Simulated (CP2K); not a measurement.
Acrylamide has these distinct C atoms: C1 (bonded to C and 2 H), C2 (bonded to 2 C and H) and C3 (bonded to C, N and O).

```xyz
10

C    -1.7750   -0.2196    0.3751
C    -0.5679   -0.4078   -0.1671
C     0.5888    0.4628    0.2089
N     1.7692    0.1388   -0.4191
O     0.5098    1.3943    1.0175
H    -1.9205    0.5797    1.1030
H    -2.6260   -0.8451    0.1086
H    -0.4006   -1.2027   -0.8987
H     1.8325   -0.6015   -1.1061
H     2.5895    0.7011   -0.2220
```

Their partial C K spectra (CP2K XAS_TDP, all-electron GAPW, PBEh(45%), aug-cc-pVDZ, TDA, GW2X-corrected core level, no relativity) are given in random order, each times the number of alike atoms.

Gaussian full width 0.5 eV, oscillator strength per eV, alike atoms added, rows of zeros left out:

| E (eV) | curve 1 | curve 2 | curve 3 |
| --- | --- | --- | --- |
| 286.00 | 0.007 | 0.000 | 0.000 |
| 286.25 | 0.052 | 0.001 | 0.000 |
| 286.50 | 0.099 | 0.015 | 0.000 |
| 286.75 | 0.048 | 0.059 | 0.000 |
| 287.00 | 0.006 | 0.061 | 0.000 |
| 287.25 | 0.000 | 0.016 | 0.000 |
| 287.50 | 0.000 | 0.001 | 0.000 |
| 289.00 | 0.000 | 0.000 | 0.001 |
| 289.25 | 0.000 | 0.000 | 0.020 |
| 289.50 | 0.000 | 0.000 | 0.089 |
| 289.75 | 0.000 | 0.002 | 0.102 |
| 290.00 | 0.000 | 0.014 | 0.030 |
| 290.25 | 0.003 | 0.023 | 0.002 |
| 290.50 | 0.012 | 0.009 | 0.000 |
| 290.75 | 0.014 | 0.003 | 0.000 |
| 291.00 | 0.006 | 0.018 | 0.000 |
| 291.25 | 0.011 | 0.036 | 0.000 |
| 291.50 | 0.024 | 0.025 | 0.000 |
| 291.75 | 0.017 | 0.009 | 0.000 |
| 292.00 | 0.008 | 0.006 | 0.000 |
| 292.25 | 0.018 | 0.009 | 0.000 |
| 292.50 | 0.016 | 0.012 | 0.000 |
| 292.75 | 0.008 | 0.018 | 0.000 |
| 293.00 | 0.015 | 0.011 | 0.000 |
| 293.25 | 0.019 | 0.004 | 0.001 |
| 293.50 | 0.011 | 0.009 | 0.012 |
| 293.75 | 0.013 | 0.022 | 0.033 |
| 294.00 | 0.021 | 0.020 | 0.023 |
| 294.25 | 0.015 | 0.013 | 0.005 |
| 294.50 | 0.005 | 0.008 | 0.003 |
| 294.75 | 0.005 | 0.006 | 0.002 |
| 295.00 | 0.010 | 0.003 | 0.001 |
| 295.25 | 0.012 | 0.002 | 0.004 |
| 295.50 | 0.007 | 0.008 | 0.008 |
| 295.75 | 0.006 | 0.017 | 0.005 |
| 296.00 | 0.003 | 0.016 | 0.009 |
| 296.25 | 0.002 | 0.014 | 0.013 |
| 296.50 | 0.001 | 0.007 | 0.012 |
| 296.75 | 0.000 | 0.005 | 0.014 |
| 297.00 | 0.001 | 0.009 | 0.017 |
| 297.25 | 0.004 | 0.007 | 0.034 |
| 297.50 | 0.009 | 0.013 | 0.039 |
| 297.75 | 0.013 | 0.022 | 0.022 |

Which curve belongs to which atom?

Curve 1: C1 (bonded to C and 2 H), leading line at 286.49 eV (f = 0.053 an atom), ionisation energy 292.65 eV, term value 6.16 eV. Curve 2: C2 (bonded to 2 C and H), leading line at 286.88 eV (f = 0.038 an atom), ionisation energy 292.50 eV, term value 5.62 eV. Curve 3: C3 (bonded to C, N and O), leading line at 289.65 eV (f = 0.061 an atom), ionisation energy 295.65 eV, term value 6.00 eV. The leading line of an atom is its first one with 35 % of the strongest within 2.5 eV of its lowest line over the strength cut. A line lies at the core ionisation energy, which rises as an atom loses charge to its neighbours or to a π system, less the term value, which is large for a low π* or σ* orbital with weight on that atom.

[Banner, clock and machine lines of the logs are left out without a mark of their own.]

[Logs are printed without paths, hosts, clocks, repeated set-up lines and the standing remarks that a program may print on its own settings, such as how far it seeks lower states.]

[Hosts, paths, dates, database ids (printed as entryN), source tags and the programs' standing remarks are cut or masked in the printed files.]
